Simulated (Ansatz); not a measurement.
# How Mo(110) screens a field, part 2 of 2

Aim: image plane and induced charge of Mo(110).

Ansatz 0.2.0; plane-wave DFT, r2SCAN, Ansatz PAW.

So far. Step 7 (Single point, field 0.2 V/Å): The dipole is 0.136 e·Å. Step 8 (Atoms held, field -0.2 V/Å): The dipole is -0.136 e·Å.

## (9) Atoms held, field 0.4 V/Å

Contents of input.yaml:

```yaml
crystal:
  lattice:
    - [2.2273863607, -1.575, 0.0]
    - [2.2273863607, 1.575, 0.0]
    - [0.0, 0.0, 31.3643181644]
  atoms:
    - { symbol: Mo, position: [0.0, 0.0, 0.2869502838] }
    - { symbol: Mo, position: [0.5, 0.5, 0.3579668559] }
    - { symbol: Mo, position: [0.0, 0.0, 0.4289834279] }
    - { symbol: Mo, position: [0.5, 0.5, 0.5] }
    - { symbol: Mo, position: [0.0, 0.0, 0.5710165721] }
    - { symbol: Mo, position: [0.5, 0.5, 0.6420331441] }
    - { symbol: Mo, position: [0.0, 0.0, 0.7130497162] }
kpoints:
  mp_grid: { grid: [20, 20, 1] }
hamiltonian:
  xc: r2scan
scf:
  occupations: { method: fermi_dirac, width: 0.1 }
  convergence: { dr2_threshold: 1.0e-10 }
efield:
  axis: 3
  dipole_correction: true
  ramp_position: 0.97
  ramp_width: 0.06
  amplitude: 0.4
output:
  forces: true
  write_potential: true
  write_density: true
  volumetric_format: npy
  elf: true
```

The run is started by

```bash
ansatz run input.yaml --threads 4 --pin off --max-ram 6144MiB --backend cpu --events-out ev --progress --plain --runs-dir out
```

Numbers of over 12 decimals in the logs are rounded to 6 here.

Output:

```text
[...]
Crystal: 7 atoms, lattice volume = 220.060 Å³
Basis set: ecut = 500 eV, 5491 PW (Γ), exchange–correlation on 80×80×960 points (64 copies of the dense FFT grid, shifted against one another)
Bands: 59, of which v1, the nominal top of the filled ones, is band 49 counted from 1 (48 counted from 0)
Symmetry: 4 space group operations
k-points: 111 of 400
[...]
k-point 0: bands = [... 45 lower, 6.7266, 6.9200, 7.0704, 7.4704, 7.9419, 8.3589, 8.7978, 9.4238, ... 16 higher]
  k-point 1: bands = [... 45 lower, 6.7595, 6.9527, 7.0017, 7.5763, 7.7896, 8.4735, 8.5961, 9.1175, ... 16 higher]
  k-point 2: bands = [... 45 lower, 6.6394, 7.0137, 7.1138, 7.4907, 7.7750, 8.2057, 8.4741, 8.7982, ... 16 higher]
  k-point 110: bands = [... 45 lower, 8.6103, 8.6729, 9.0389, 9.2227, 9.4040, 9.5475, 9.8322, 10.4903, ... 16 higher]
[key lines of the parts left out:]
SCF converged after 15 iterations
Free energy (F): -34770.592842 eV
Fermi energy:    8.173597 eV
Dipole field:    D = 0.223235 V/Å  (p = 0.271483 e·Å, saw-weighted, corrected)
```

The job ended after 2.2 min (4 threads of Arm Neoverse V2, shared host; peak memory 1.9 GiB).

Running mean over 2.227 Å of the planar mean, with the applied field; the ramp of the sawtooth is left out. Electron's electrostatic potential energy less the Fermi level against z:

```csv
z (Å),electron's electrostatic potential energy less the Fermi level (eV)
4,3.55
5,3.93
6,4.18
7,3.09
8,-5.96
9,-12.4
10,-12.7
11,-12.8
12,-12.9
13,-12.8
14,-12.8
15,-12.8
16,-12.8
17,-12.8
18,-12.8
19,-12.8
20,-12.8
21,-12.7
22,-12.6
23,-9.82
24,1.18
25,4.67
26,5.33
27,5.75
28,6.15
```

The dipole is 0.271 e·Å.

## (10) The response

This step: plane-wave DFT, r2SCAN, Ansatz PAW; screening of a field by a metal slab (Ansatz 0.2.0).

The dipoles give the slope, and the difference of two potentials shows where the field is screened.

Numbers from this step:

- equivalent conductor thickness p/(ε₀AE): 17.49 Å
- distance between the outer atoms: 13.36 Å
- inner field over outer field: 2.62e-4
- image plane, upper face: 2.059 Å
- induced electrons on the upper face over ε₀E: -1.000
- image plane, lower face: 2.059 Å
- induced electrons on the lower face over ε₀E: 1.000

Dipole of the cell against applied field:

```csv
applied field (V/Å),dipole of the cell (e·Å)
-0.200,-0.136
-0.100,-0.0678
-0.050,-0.0339
0.000,0
0.050,0.0339
0.100,0.0678
0.200,0.136
0.400,0.271
```

Local field over the applied field, running mean. From the potentials at -0.05 and 0.05 V/Å; running mean over 2.227 Å. The local field over applied field by z:

```csv
z (Å),local field over applied field
5,0.975
6,0.863
7,0.515
8,0.120
9,-0.0303
10,0.00115
11,6.3e-4
12,-0.00161
13,-0.00255
14,-0.00114
15,-4.4e-5
16,6.4e-4
17,-5.7e-4
18,-0.00244
19,-0.00139
20,-8.7e-4
21,0.00227
22,-0.0182
23,0.0298
24,0.350
25,0.768
26,0.952
27,0.992
```

Electrons, planar mean, per unit field. Table of induced electron density by z:

z (Å), induced electron density (e/Å³ per V/Å) and a bar from the least value:
```
        5    0.00014 #################
        6    0.00083 ####################
        7    0.00302 ##############################
        8    0.00254 ############################
        9    0.00002 #################
       10    0.00006 #################
       11    0.00001 #################
       12    0.00008 #################
       13    0.00002 #################
       14    0.00003 #################
       15    0.00002 #################
       16   -0.00002 #################
       17    0.00005 #################
       18    0.00004 #################
       19    0.00001 #################
       20    0.00016 #################
       21   -0.00006 ################
       22    0.00032 ##################
       23    0.00067 ####################
       24   -0.00381 
       25   -0.00143 ##########
       26   -0.00028 ################
       27   -0.00004 #################
```

By hand: between -0.05 and 0.05 V/Å the dipole changes by 0.06782 e·Å, a slope of 0.6782 e·Å²/V. A perfect conductor of thickness t has p = ε₀AEt, so t = 180.95 × 0.6782 / 7.016 = 17.49 Å (e/ε₀ = 180.95 V·Å, A in Å²). Less the 13.36 Å between the outer atoms, and halved, that puts each image plane 2.06 Å out.

The induced dipole is that of a conductor 17.49 Å thick.

## (11) The same run with other settings: efield.ramp_width = 0.15

This step: plane-wave DFT, r2SCAN, Ansatz PAW (Ansatz 0.2.0).

A run with a changed input: it repeats the earlier run at 0.05 V/Å with efield.ramp_width from 0.06 to 0.15.

Edit input.yaml of step 9 so:

```diff
@@ -24,4 +24,4 @@
   ramp_position: 0.97
-  ramp_width: 0.06
-  amplitude: 0.4
+  ramp_width: 0.15
+  amplitude: 0.05
 output:
@@ -31,2 +31 @@
   volumetric_format: npy
-  elf: true
```

Output:

```text
[...]
Crystal: 7 atoms, lattice volume = 220.060 Å³
Basis set: ecut = 500 eV, 5491 PW (Γ), exchange–correlation on 80×80×960 points (64 copies of the dense FFT grid, shifted against one another)
Bands: 59, of which v1, the nominal top of the filled ones, is band 49 counted from 1 (48 counted from 0)
Symmetry: 4 space group operations
k-points: 111 of 400
[...]
SCF iter   1: F=—  HF=-34770.758674 eV  |F-HF|=—  |Δ(HF+E_count)|=         —  Δρ=1.52e-2  dr2=3.18e1  dr2_τ=1.89e-1  ethr=1.77e-3  p=-0.005 e·Å  D=-4.05e-3 V/Å  ΔV_dip=0.13 eV  dr2_dipole=2.66e1  V_vac-E_F(+/−)=5.61/4.18 eV  ⟨swp⟩=8.3  Hψ=68039  notcnv=0  defer=105
[...]
SCF iter  13: F=-34770.539411 eV  HF=-34770.539411 eV  |F-HF|=1.38e-10  |Δ(HF+E_count)|=  2.91e-11  Δρ=6.58e-8  dr2=2.36e-11  dr2_τ=2.06e-12  ethr=1.00e-12  p=0.034 e·Å  D=2.79e-2 V/Å  ΔV_dip=-0.87 eV  dr2_dipole=1.91e-12  V_vac-E_F(+/−)=4.97/4.54 eV  ⟨swp⟩=15.7  Hψ=44093  notcnv=0
WARN: efield: at this solve's end the planar-averaged density reaches 7.38e-5 e/Å³ inside the ramp window [0.9381, 0.1519] (bound 1e-5 e/Å³); the window's nearer edge stands 4.24 Å from this solve's nearest atom along the axis. Its free energy, forces, stress, dipole, levels and responses can be off, and this figure does not tell by how much. A short vacuum, a low `basis.ecutwfc` or `basis.ecutrho_ratio` and negative occupations (`scf.occupations.method`) can put density there. See the manual's quickstart, § The vacuum guard
SCF 1 converged in 13 iterations: F = -34770.539411 eV  dr2 = 2.36e-11
[...]
SCF converged after 13 iterations
Free energy (F): -34770.539411 eV
[...]
Internal energy: -34770.367166 eV  (E = F + TS)
E sigma→0 (E₀):  -34770.453288 eV
Entropy (-TS):   -0.172244 eV (-24.606 meV/atom)
Fermi energy:    8.151358 eV
Dipole field:    D = 0.027862 V/Å  (p = 0.033884 e·Å, saw-weighted, corrected)
Work function:   not extracted (applied field tilts the vacuum); planar V_es + V_field profile in the machine report
[...]
Vacuum region:   at the solve's end the planar-averaged density reaches 7.38e-5 e/Å³ inside the ramp window [0.9381, 0.1519] (bound 1e-5 e/Å³)
[...]
--- Forces (eV/Å), atoms counted from 1 ---
  atom   1  Mo     0.00000000     0.00000000     0.66658271
  atom   2  Mo     0.00000000    -0.00000000    -0.68123050
  atom   3  Mo     0.00000000    -0.00000000    -0.01709186
  atom   4  Mo     0.00000000    -0.00000000    -0.00048140
  atom   5  Mo     0.00000000     0.00000000     0.01625671
  atom   6  Mo     0.00000000     0.00000000     0.68712562
  atom   7  Mo     0.00000000    -0.00000000    -0.67116066
  max |Σ_I F_I| component: 6.18e-7 eV/Å
--- Band table (eV; the first three rows and the last of 111) ---
  k-point 0: bands = [... 45 lower, 6.7043, 6.8977, 7.0488, 7.4481, 7.9218, 8.3367, 8.7767, 9.4003, ... 16 higher]
  k-point 1: bands = [... 45 lower, 6.7372, 6.9324, 6.9784, 7.5547, 7.7687, 8.4533, 8.5732, 9.0933, ... 16 higher]
  k-point 2: bands = [... 45 lower, 6.6175, 6.9919, 7.0915, 7.4703, 7.7527, 8.1866, 8.4493, 8.7746, ... 16 higher]
  k-point 110: bands = [... 45 lower, 8.5880, 8.6506, 9.0166, 9.2004, 9.3815, 9.5251, 9.8098, 10.4677, ... 16 higher]
```

Wall time 1.9 min (4 threads); peak memory 1.9 GiB; 7.7 min of CPU time.

This step gave:

```yaml
energy_at_zero_smearing: -34770.4533 eV
dipole_along_the_normal: 0.03388 e·Å
```

Force by atom:

```csv
atom,x (eV/Å),y (eV/Å),z (eV/Å),size
Mo1,0.000,0.000,0.667,0.667
Mo2,0.000,0.000,-0.681,0.681
Mo3,0.000,0.000,-0.017,0.017
Mo4,0.000,0.000,0.000,0.000
Mo5,0.000,0.000,0.016,0.016
Mo6,0.000,0.000,0.687,0.687
Mo7,0.000,0.000,-0.671,0.671
```

```csv
quantity,this run,earlier run,difference
dipole along the normal (e·Å),0.03388,0.03391,-2.7e-5
```

The dipole moves by under 0.5 % or 5e-5 e·Å.

## (12) What came out

| Quantity | Value |
| --- | --- |
| work function | 4.70 eV |
| image plane, upper face | 2.06 Å |
| induced electrons on the upper face over ε₀E | -1.00 |
| equivalent conductor thickness p/(ε₀AE) | 17.5 Å |
| inner field over outer field | 2.6e-4 |

In words: The induced charge has its centre 2.06 Å outside the outermost atoms; this is the plane from which a capacitor's gap or an image potential counts. The equivalent conductor thickness exceeds the distance between the outer atoms by 4.13 Å, about the sum of the two image-plane distances. In the middle of the slab the field is screened to under 0.5 % of its outer value. The atoms are held at bulk positions with the tabulated experimental lattice constant.

[Logs are printed without paths, hosts, clocks, repeated set-up lines and the standing remarks that a program may print on its own settings, such as how far it seeks lower states.]

[Hosts, paths, dates, database ids (printed as entryN), source tags and the programs' standing remarks are cut or masked in the printed files.]

[Maps of the electrostatic potential energy from Ansatz leave out the sawtooth potential of an applied field or a dipole correction, so their vacuum need not be flat; planar profiles and work functions include it.]
